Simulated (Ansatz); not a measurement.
Two G0W0 runs on Ti2CO2/Ti2CO2 (MXene bilayer).

The cell holds 10 atoms: 2 C, 4 Ti and 4 O. Its edges and angles: a = 2.985 Å, b = 2.985 Å, c = 45.500 Å, α = 90.0°, β = 90.0°, γ = 120.0°. Regions: layer 1 (Ti2CO2), 5 atoms (1 C, 2 Ti and 2 O); layer 2 (Ti2CO2), 5 atoms (1 C, 2 Ti and 2 O). Vacuum lies along c.

```xyz
10
Lattice="2.9853 0.0000 0.0000 -1.4927 2.5854 0.0000 0.0000 0.0000 45.5000" Properties=species:S:1:pos:R:3
C     0.0000    0.0000   19.3817
Ti    0.0000    1.7236   20.6743
Ti    1.4927    0.8618   18.0905
O     1.4927    0.8618   21.5702
O     0.0000    1.7236   17.1820
C     1.4927    0.8618   26.1180
Ti    0.0000    1.7236   27.4093
Ti    0.0000    0.0000   24.8274
O     0.0000    0.0000   28.3180
O     0.0000    1.7236   23.9254
```

The structure was relaxed with PBEsol-D3(BJ). The runs that relaxed it are not among those shown.

The first (Ansatz 0.2.0; start PBEsol, 6×6×1 mesh, 325 empty bands, screening to 55 eV, PAW set soft_1 files; 4 threads of Arm Neoverse V1, shared host) gave, on its mesh: starting gap 0.05 eV, G0W0 gap 0.86 eV, mean of 1 + 4πα/V (set by the cell height) 13.42, 5.2 min.

The second gave: starting gap 0.05 eV, G0W0 gap 0.80 eV, mean of 1 + 4πα/V (set by the cell height) 13.45, 91 s.

Q: What was changed in the input? Choose among start, files, mesh, bands and cutoff, frequency model or another key.

Changed: empty bands from 325 to 131 and screening cutoff (eV) from 55.0 to 30. The starting gap stayed, which rules out the functional and points to the GW step. Other changes could give like numbers; this is the one that was made.

Limits: short of the basis limit; coarse mesh for a sheet.

[Long decimals in the printed logs are rounded to 6 places.]

[Logs are printed without paths, hosts, clocks, repeated set-up lines and the standing remarks that a program may print on its own settings, such as how far it seeks lower states.]

[Paths, hosts, dates, memory and timing lines, banners, echoed tables and standing remarks are left out of the program output; an Ansatz launch command may be rebuilt from the run's recorded settings. Measured values are a selection of at most five: reports struck by readers or far from the other reports are left out. None is set beside runs whose start may be inverted or whose files or cutoffs have a known fault.]

[Runs of the session that timed out or met a known fault of the program may be left out.]

[Cells called generated may have been cut or substituted from an entry of the Crystallography Open Database or the Materials Project.]

[Hosts, paths, dates, database ids (printed as entryN), source tags and the programs' standing remarks are cut or masked in the printed files.]

[Where the starting crystal was built by hand or by swapping elements, it need not be the compound's stable phase.]
